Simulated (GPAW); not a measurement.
**V2NS2 MXene monolayer in an electric field**

Aim: the dipole that a field along the normal induces in V2NS2 MXene monolayer.

Main program and level: GPAW 26.7.0; GPAW, PAW setups; layer in a repeated cell with vacuum, relaxation of atoms and in-plane cell, in the first sound run; inputs show where later runs differ.

Report form: the programs' logs are mostly left out.

**1. The structure**

The cell holds 5 atoms: 2 S, 2 V and 1 N. Its edges and angles: a = 2.941 Å, b = 2.941 Å, c = 23.789 Å, α = 90.0°, β = 90.0°, γ = 120.0°. Vacuum lies along c.

**2. Relaxation**

The atoms are relaxed first, since the surface dipole, and with it the work function, follows the positions of the outer layers.

run.py

```python
import json
import numpy as np
from ase import Atoms
from ase.filters import FrechetCellFilter
from ase.optimize import BFGS
from gpaw import GPAW, PW

slab = Atoms(
    ['S', 'V', 'N', 'V', 'S'],
    positions=[
        [-0.00000, 1.69779, 9.00000],
        [1.47033, 0.84889, 10.73432],
        [0.00000, 0.00000, 11.89462],
        [-0.00000, 1.69779, 13.05492],
        [1.47033, 0.84889, 14.78924]],
    cell=[[2.94065, 0.0, 0.0], [-1.47033, 2.54668, 0.0], [0.0, 0.0, 23.7892]],
    pbc=[True, True, True],
    magmoms=[0.0, 2.0, 0.0, 2.0, 0.0])

slab.calc = GPAW(mode=PW(600), xc='PBE', kpts={'size': (12, 12, 1), 'gamma': True},
                 occupations={'name': 'fermi-dirac', 'width': 0.05}, nbands='160%',
                 convergence={'density': 1e-05}, maxiter=200,
                 symmetry={'tolerance': 1e-3}, txt='slab.txt')
result = {}
# The in-plane cell is free; stress needs a cell that repeats along all three vectors
path = []
opt = BFGS(FrechetCellFilter(slab, mask=[1, 1, 0, 0, 0, 1]), maxstep=0.2)
opt.attach(lambda: path.append((slab.get_potential_energy(), slab.positions.tolist(), slab.get_forces().tolist())))
result['relaxed'] = bool(opt.run(fmax=0.02, steps=45))
result['path'] = path
result['cell'] = slab.cell.tolist()
print('in-plane lattice', slab.cell.cellpar().round(4)[[0, 1, 5]])
energy = slab.get_potential_energy()
fermi = slab.calc.get_fermi_level()
v = slab.calc.get_electrostatic_potential().mean((0, 1)) - fermi
n = slab.calc.get_pseudo_density().mean((0, 1))
L = slab.cell[2, 2]
z = np.arange(len(v)) * L / len(v)
low, high = slab.positions[:, 2].min(), slab.positions[:, 2].max()
below, above = np.interp([low - 6.8, high + 6.8], z, v)
slopes = [np.interp(x, z, np.gradient(v, z)) for x in (low - 6.8, high + 6.8)]
eps = np.array([[slab.calc.get_eigenvalues(k, s) for k in range(len(slab.calc.get_ibz_k_points()))]
                for s in range(slab.calc.get_number_of_spins())]) - fermi
top, bottom = eps[eps < 0].max(), eps[eps > 0].min()
dipole = slab.get_dipole_moment()[2]
print(f'energy {energy:.4f} eV, Fermi level {fermi:.4f} eV, dipole {dipole:.5f} e A')
print(f'potential 6.8 A off the faces, from the Fermi level: lower {below:.4f} eV, upper {above:.4f} eV')
print(f'slope of the potential there: lower {slopes[0]:.5f}, upper {slopes[1]:.5f} eV/A')
print(f'nearest levels on the mesh: {top:.4f} and {bottom:.4f} eV')
print('magnetic moment', round(slab.get_magnetic_moment(), 3))
result.update(energy=energy, fermi=fermi, dipole=dipole, below=below, above=above, slopes=slopes, edges=[top, bottom],
              z=z.tolist(), v=v.tolist(), n=n.tolist(), positions=slab.positions.tolist(),
              forces=slab.get_forces(apply_constraint=False).tolist(), moments=slab.get_magnetic_moments().tolist())
json.dump(result, open('result.json', 'w'))
```

Launch:

```console
$ OMP_NUM_THREADS=1 OPENBLAS_NUM_THREADS=1 python run.py
```

It took 25 min on 1 thread of Intel Xeon Platinum 8559C (Emerald Rapids), shared host; peak memory 0.64 GiB.

This step gave:

```
dipole along the normal                    : 5.11e-4 e·Å
levels nearest the Fermi level on the mesh : -0.02149, 0.001523 eV from the Fermi level
sum of the site moments                    : 0 μB
```

The electrostatic potential energy of an electron (without an applied field's), less the Fermi level, planar mean oscillates, so the rows of the table below give means over windows of 1.41 Å about each position, cut where the curve ends. Its maxima inside the range that stand out by 2 % of the span (Å: eV): 10.0: -4.95, 11.5: -9.65, 12.3: -9.66, 13.7: -4.95. Its minima: 9.3: -20.8, 10.8: -16.8, 11.9: -15.3, 13.0: -16.8, 14.5: -20.8.

The electrostatic potential energy of an electron (without an applied field's), less the Fermi level, planar mean by z; means over each step:

z (Å), electrostatic potential energy of an electron (without an applied field's), less the Fermi level, planar mean (eV) and a bar from the least value:
```
     0.70        5.3 ##############################
     2.11        5.3 ##############################
     3.52        5.3 ##############################
     4.93        5.3 ##############################
     6.34        5.3 ##############################
     7.75        4.4 ############################
     9.16      -11.2 #
    10.57      -11.2 #
    11.98      -11.8 
    13.39      -10.6 ##
    14.80      -10.0 ###
    16.21        4.8 #############################
    17.62        5.3 ##############################
    19.03        5.3 ##############################
    20.44        5.3 ##############################
    21.85        5.3 ##############################
    23.26        5.3 ##############################
```

The pseudo valence density, planar mean by z:

| z (Å) | pseudo valence density, planar mean (e/Å³) |
| --- | --- |
| 6 | 1.0e-4 |
| 7 | 0.00236 |
| 8 | 0.0592 |
| 9 | 0.441 |
| 10 | 0.444 |
| 11 | 1.62 |
| 12 | 0.774 |
| 13 | 1.78 |
| 14 | 0.488 |
| 15 | 0.398 |
| 16 | 0.0300 |
| 17 | 0.00122 |
| 18 | 5.2e-5 |

The relaxation lowered the energy of the cell by 0.487 eV (energies extrapolated to zero smearing; the optimiser's log prints free energies). The largest force left on a free atom is 0.017 eV/Å.

**3. Plane waves, PBE**

The work function is the vacuum plateau of the electrostatic potential less the Fermi level; a dipole layer lets the two faces have plateaus of their own.

This step: GPAW, PAW setups; slab in vacuum (GPAW 26.7.0).

The cell differs from the one that the last finished run ended in (c 23.789 → 23.268 Å).

Edit run.py of step 2 so:

```diff
@@ -3,4 +3,2 @@
 from ase import Atoms
-from ase.filters import FrechetCellFilter
-from ase.optimize import BFGS
 from gpaw import GPAW, PW
@@ -10,24 +8,17 @@
     positions=[
-        [-0.00000, 1.69779, 9.00000],
-        [1.47033, 0.84889, 10.73432],
-        [0.00000, 0.00000, 11.89462],
-        [-0.00000, 1.69779, 13.05492],
-        [1.47033, 0.84889, 14.78924]],
-    cell=[[2.94065, 0.0, 0.0], [-1.47033, 2.54668, 0.0], [0.0, 0.0, 23.7892]],
-    pbc=[True, True, True],
+        [0.00000, 1.76791, 9.00000],
+        [1.53106, 0.88395, 10.58022],
+        [0.00000, 0.00000, 11.63393],
+        [0.00000, 1.76791, 12.68763],
+        [1.53106, 0.88395, 14.26785]],
+    cell=[[3.06211, 0.0, 0.0], [-1.53106, 2.65187, 0.0], [0.0, 0.0, 23.2679]],
+    pbc=[True, True, False],
     magmoms=[0.0, 2.0, 0.0, 2.0, 0.0])
 
-slab.calc = GPAW(mode=PW(600), xc='PBE', kpts={'size': (12, 12, 1), 'gamma': True},
+slab.calc = GPAW(mode=PW(500), xc='PBE', kpts={'size': (12, 12, 1), 'gamma': True},
                  occupations={'name': 'fermi-dirac', 'width': 0.05}, nbands='160%',
                  convergence={'density': 1e-05}, maxiter=200,
+                 poissonsolver={'dipolelayer': 'xy'},
                  symmetry={'tolerance': 1e-3}, txt='slab.txt')
 result = {}
-# The in-plane cell is free; stress needs a cell that repeats along all three vectors
-path = []
-opt = BFGS(FrechetCellFilter(slab, mask=[1, 1, 0, 0, 0, 1]), maxstep=0.2)
-opt.attach(lambda: path.append((slab.get_potential_energy(), slab.positions.tolist(), slab.get_forces().tolist())))
-result['relaxed'] = bool(opt.run(fmax=0.02, steps=45))
-result['path'] = path
-result['cell'] = slab.cell.tolist()
-print('in-plane lattice', slab.cell.cellpar().round(4)[[0, 1, 5]])
 energy = slab.get_potential_energy()
```

Wall time 93 s (1 thread); peak memory 0.35 GiB.

This step gave:

```
dipole along the normal                    : -7.23e-4 e·Å
levels nearest the Fermi level on the mesh : -0.02220, 0.002061 eV from the Fermi level
upper work function                        : 5.320 eV
lower work function                        : 5.306 eV
```

The electrostatic potential energy of an electron (without an applied field's), less the Fermi level, planar mean oscillates, so the rows of the table below give means over windows of 1.45 Å about each position, cut where the curve ends. Its maxima inside the range that stand out by 2 % of the span (Å: eV): 9.8: -4.97, 11.2: -9.76, 12.0: -9.76, 13.5: -4.96. Its minima: 9.0: -20.8, 10.6: -16.7, 11.6: -15.4, 12.7: -16.7, 14.3: -20.8.

Electrostatic potential energy of an electron (without an applied field's), less the Fermi level, planar mean against z; means over each step:

| z (Å) | electrostatic potential energy of an electron (without an applied field's), less the Fermi level, planar mean (eV) |
| --- | --- |
| 0.72 | 5.31 |
| 2.17 | 5.31 |
| 3.62 | 5.31 |
| 5.07 | 5.30 |
| 6.52 | 5.26 |
| 7.97 | 0.969 |
| 9.42 | -11.6 |
| 10.87 | -13.2 |
| 12.32 | -13.3 |
| 13.77 | -11.5 |
| 15.22 | 0.0955 |
| 16.67 | 5.26 |
| 18.12 | 5.32 |
| 19.57 | 5.32 |
| 21.02 | 5.32 |
| 22.47 | 5.32 |

The pseudo valence density, planar mean by z:

| z (Å) | pseudo valence density, planar mean (e/Å³) |
| --- | --- |
| 5 | 1.1e-5 |
| 6 | 2.2e-4 |
| 7 | 0.00539 |
| 8 | 0.129 |
| 9 | 0.426 |
| 10 | 0.552 |
| 11 | 0.961 |
| 12 | 0.722 |
| 13 | 1.11 |
| 14 | 0.503 |
| 15 | 0.257 |
| 16 | 0.0132 |
| 17 | 5.4e-4 |
| 18 | 2.4e-5 |

The potential is flat to 1.2e-4 eV/Å where it is read, so the vacuum is wide enough.

**4. Field on**

A uniform field along the normal polarises the slab; the atoms stay fixed, so this is the electronic response alone.

Edit run.py of step 3 so:

```diff
@@ -4,2 +4,3 @@
 from gpaw import GPAW, PW
+from gpaw.external import ConstantElectricField
 
@@ -21,2 +22,3 @@
                  poissonsolver={'dipolelayer': 'xy'},
+                 external=ConstantElectricField(-0.2, [0, 0, 1]),
                  symmetry={'tolerance': 1e-3}, txt='slab.txt')
```

It took 6.9 min on 1 thread; peak memory 0.78 GiB.

Numbers from this step:

| Item | Value |
| --- | --- |
| dipole along the normal | -0.06540 e·Å |
| levels nearest the Fermi level on the mesh | -0.02217, 0.002054 eV from the Fermi level |
| potential below the slab, the applied field's own ramp left out | 4.587 eV from the Fermi level |
| potential above the slab, the applied field's own ramp left out | 6.044 eV from the Fermi level |

The electrostatic potential energy of an electron (without an applied field's), less the Fermi level, planar mean oscillates, so the rows of the table below give means over windows of 1.45 Å about each position, cut where the curve ends. Its maxima inside the range that stand out by 2 % of the span (Å: eV): 9.8: -5.33, 11.2: -9.84, 12.0: -9.68, 13.5: -4.61. Its minima: 9.0: -21.3, 10.6: -17.0, 11.6: -15.4, 12.7: -16.5, 14.3: -20.3.

The electrostatic potential energy of an electron (without an applied field's), less the Fermi level, planar mean by z; means over each step:

| z (Å) | electrostatic potential energy of an electron (without an applied field's), less the Fermi level, planar mean (eV) |
| --- | --- |
| 0.72 | 4.68 |
| 2.17 | 4.59 |
| 3.62 | 4.59 |
| 5.07 | 4.59 |
| 6.52 | 4.54 |
| 7.97 | 0.315 |
| 9.42 | -12.1 |
| 10.87 | -13.3 |
| 12.32 | -13.2 |
| 13.77 | -11.1 |
| 15.22 | 0.744 |
| 16.67 | 5.98 |
| 18.12 | 6.04 |
| 19.57 | 6.04 |
| 21.02 | 6.04 |
| 22.47 | 5.99 |

The dipole is now -0.0654 e Å, against -7.2e-4 in the run without a field.

**5. In a field**

Edit run.py of step 4 so:

```diff
@@ -22,3 +22,3 @@
                  poissonsolver={'dipolelayer': 'xy'},
-                 external=ConstantElectricField(-0.2, [0, 0, 1]),
+                 external=ConstantElectricField(-0.1, [0, 0, 1]),
                  symmetry={'tolerance': 1e-3}, txt='slab.txt')
```

Wall time 7.2 min (1 thread); peak memory 0.78 GiB.

Numbers from this step:

```
dipole along the normal                                         : -0.03270 e·Å
levels nearest the Fermi level on the mesh                      : -0.02216, 0.002031 eV from the Fermi level
potential below the slab, the applied field's own ramp left out : 4.949 eV from the Fermi level
potential above the slab, the applied field's own ramp left out : 5.678 eV from the Fermi level
```

The electrostatic potential energy of an electron (without an applied field's), less the Fermi level, planar mean oscillates, so the rows of the table below give means over windows of 1.45 Å about each position, cut where the curve ends. Its maxima inside the range that stand out by 2 % of the span (Å: eV): 9.8: -5.15, 11.2: -9.80, 12.0: -9.72, 13.5: -4.79. Its minima: 9.0: -21.1, 10.6: -16.8, 11.6: -15.4, 12.7: -16.6, 14.3: -20.6.

Table of electrostatic potential energy of an electron (without an applied field's), less the Fermi level, planar mean by z; means over each step:

| z (Å) | electrostatic potential energy of an electron (without an applied field's), less the Fermi level, planar mean (eV) |
| --- | --- |
| 0.72 | 5.00 |
| 2.17 | 4.95 |
| 3.62 | 4.95 |
| 5.07 | 4.95 |
| 6.52 | 4.90 |
| 7.97 | 0.646 |
| 9.42 | -11.8 |
| 10.87 | -13.2 |
| 12.32 | -13.3 |
| 13.77 | -11.3 |
| 15.22 | 0.416 |
| 16.67 | 5.62 |
| 18.12 | 5.68 |
| 19.57 | 5.68 |
| 21.02 | 5.68 |
| 22.47 | 5.65 |

The dipole is now -0.0327 e Å, against -7.2e-4 in the run without a field.

**6. Field on**

Edit run.py of step 5 so:

```diff
@@ -22,3 +22,3 @@
                  poissonsolver={'dipolelayer': 'xy'},
-                 external=ConstantElectricField(-0.1, [0, 0, 1]),
+                 external=ConstantElectricField(-0.05, [0, 0, 1]),
                  symmetry={'tolerance': 1e-3}, txt='slab.txt')
```

It took 7 min on 1 thread; peak memory 0.78 GiB.

**7. Field on**

Edit run.py of step 6 so:

```diff
@@ -22,3 +22,3 @@
                  poissonsolver={'dipolelayer': 'xy'},
-                 external=ConstantElectricField(-0.05, [0, 0, 1]),
+                 external=ConstantElectricField(0.05, [0, 0, 1]),
                  symmetry={'tolerance': 1e-3}, txt='slab.txt')
```

Elapsed: 6.9 min, on 1 thread; peak memory 0.78 GiB.

The electrostatic potential energy of an electron (without an applied field's), less the Fermi level, planar mean oscillates, so the rows of the table below give means over windows of 1.45 Å about each position, cut where the curve ends. Its maxima inside the range that stand out by 2 % of the span (Å: eV): 9.8: -4.88, 11.2: -9.74, 12.0: -9.78, 13.5: -5.06. Its minima: 9.0: -20.7, 10.6: -16.7, 11.6: -15.4, 12.7: -16.8, 14.3: -21.0.

Electrostatic potential energy of an electron (without an applied field's), less the Fermi level, planar mean against z; means over each step:

z (Å), electrostatic potential energy of an electron (without an applied field's), less the Fermi level, planar mean (eV) and a bar from the least value:
```
     0.72        5.5 ##############################
     2.17        5.5 ##############################
     3.62        5.5 ##############################
     5.07        5.5 ##############################
     6.52        5.4 ##############################
     7.97        1.1 #######################
     9.42      -11.5 ###
    10.87      -13.1 
    12.32      -13.4 
    13.77      -11.6 ###
    15.22       -0.1 #####################
    16.67        5.1 #############################
    18.12        5.1 #############################
    19.57        5.1 #############################
    21.02        5.1 #############################
    22.47        5.1 #############################
```

**8. In a field**

Edit run.py of step 7 so:

```diff
@@ -22,3 +22,3 @@
                  poissonsolver={'dipolelayer': 'xy'},
-                 external=ConstantElectricField(0.05, [0, 0, 1]),
+                 external=ConstantElectricField(0.1, [0, 0, 1]),
                  symmetry={'tolerance': 1e-3}, txt='slab.txt')
```

Elapsed: 7.2 min, on 1 thread; peak memory 0.78 GiB.

The electrostatic potential energy of an electron (without an applied field's), less the Fermi level, planar mean oscillates, so the rows of the table below give means over windows of 1.45 Å about each position, cut where the curve ends. Its maxima inside the range that stand out by 2 % of the span (Å: eV): 9.8: -4.79, 11.2: -9.72, 12.0: -9.80, 13.5: -5.15. Its minima: 9.0: -20.6, 10.6: -16.6, 11.6: -15.4, 12.7: -16.8, 14.3: -21.1.

Electrostatic potential energy of an electron (without an applied field's), less the Fermi level, planar mean against z; means over each step:

z (Å), electrostatic potential energy of an electron (without an applied field's), less the Fermi level, planar mean (eV) and a bar from the least value:
```
     0.72        5.6 ##############################
     2.17        5.7 ##############################
     3.62        5.7 ##############################
     5.07        5.7 ##############################
     6.52        5.6 ##############################
     7.97        1.3 #######################
     9.42      -11.4 ###
    10.87      -13.1 #
    12.32      -13.4 
    13.77      -11.7 ###
    15.22       -0.2 #####################
    16.67        4.9 #############################
    18.12        4.9 #############################
    19.57        4.9 #############################
    21.02        4.9 #############################
    22.47        5.0 #############################
```

The dipole is now 0.0327 e Å, against -7.2e-4 in the run without a field.

**9. Field on**

Edit run.py of step 8 so:

```diff
@@ -22,3 +22,3 @@
                  poissonsolver={'dipolelayer': 'xy'},
-                 external=ConstantElectricField(0.1, [0, 0, 1]),
+                 external=ConstantElectricField(0.2, [0, 0, 1]),
                  symmetry={'tolerance': 1e-3}, txt='slab.txt')
```

Wall time 7 min (1 thread); peak memory 0.78 GiB.

The dipole is now 0.0654 e Å, against -7.2e-4 in the run without a field.

**10. In a field**

Edit run.py of step 9 so:

```diff
@@ -22,3 +22,3 @@
                  poissonsolver={'dipolelayer': 'xy'},
-                 external=ConstantElectricField(0.2, [0, 0, 1]),
+                 external=ConstantElectricField(0.3, [0, 0, 1]),
                  symmetry={'tolerance': 1e-3}, txt='slab.txt')
```

Elapsed: 6.7 min, on 1 thread; peak memory 0.78 GiB.

The electrostatic potential energy of an electron (without an applied field's), less the Fermi level, planar mean oscillates, so the rows of the table below give means over windows of 1 Å about each position, cut where the curve ends. Its maxima inside the range that stand out by 2 % of the span (Å: eV): 0.8: 6.41, 9.8: -4.43, 11.2: -9.64, 12.0: -9.87, 13.5: -5.51. Its minima: 9.0: -20.1, 10.6: -16.4, 11.6: -15.4, 12.7: -17.1, 14.3: -21.6.

The electrostatic potential energy of an electron (without an applied field's), less the Fermi level, planar mean by z; means over each step:

| z (Å) | electrostatic potential energy of an electron (without an applied field's), less the Fermi level, planar mean (eV) |
| --- | --- |
| 0 | 6.00 |
| 1 | 6.41 |
| 2 | 6.41 |
| 3 | 6.41 |
| 4 | 6.41 |
| 5 | 6.41 |
| 6 | 6.40 |
| 7 | 6.25 |
| 8 | 2.92 |
| 9 | -13.7 |
| 10 | -8.39 |
| 11 | -12.7 |
| 12 | -12.6 |
| 13 | -12.1 |
| 14 | -14.0 |
| 15 | -2.95 |
| 16 | 3.91 |
| 17 | 4.21 |
| 18 | 4.22 |
| 19 | 4.22 |
| 20 | 4.22 |
| 21 | 4.22 |
| 22 | 4.22 |
| 23 | 4.40 |

The dipole is now 0.0981 e Å, against -7.2e-4 in the run without a field.

**11. The series**

The members are put on one axis.

This step: induced dipole against applied field (GPAW 26.7.0).

The dipole along the normal by field:

| field (V/Å) | dipole along the normal (e·Å) |
| --- | --- |
| -0.200 | -0.0654 |
| -0.100 | -0.0327 |
| -0.050 | -0.0163 |
| 0.000 | -7.2e-4 |
| 0.050 | 0.0163 |
| 0.100 | 0.0327 |
| 0.200 | 0.0654 |
| 0.300 | 0.0981 |

**12. Summary of results**

```
work function, upper and lower face            : 5.320 and 5.306 eV
dipole along the normal                        : -7.2e-4 e Å
induced dipole per field                       : 0.327 e Å per V/Å
out-of-plane polarisability per area, α/(ε0 A) : 7.29 Å
```

What this shows: The field induces 0.327 e Å per V/Å, a polarisable thickness α/(ε0 A) of 7.29 Å beside 5.27 Å between the outermost nuclei. A perfect conductor would give the distance between its two image planes; a dielectric of thickness t gives t(1 - 1/ε). The induced dipole is linear in the field over this range. The starting lattice was a guess from atomic radii; the relaxation moved it by 4 %. The small printed dipole stands for a step of 16 meV from the lower to the upper face, and the probes find 15 meV; values this small are near the numerical noise of both. One magnetic start was tried; another order may lie lower. The layer's cell and atoms come from the relaxation; spin-orbit coupling and temperature are left out.

[Logs are printed without paths, hosts, clocks, repeated set-up lines and the standing remarks that a program may print on its own settings, such as how far it seeks lower states.]

[Hosts, paths, dates, database ids (printed as entryN), source tags and the programs' standing remarks are cut or masked in the printed files.]
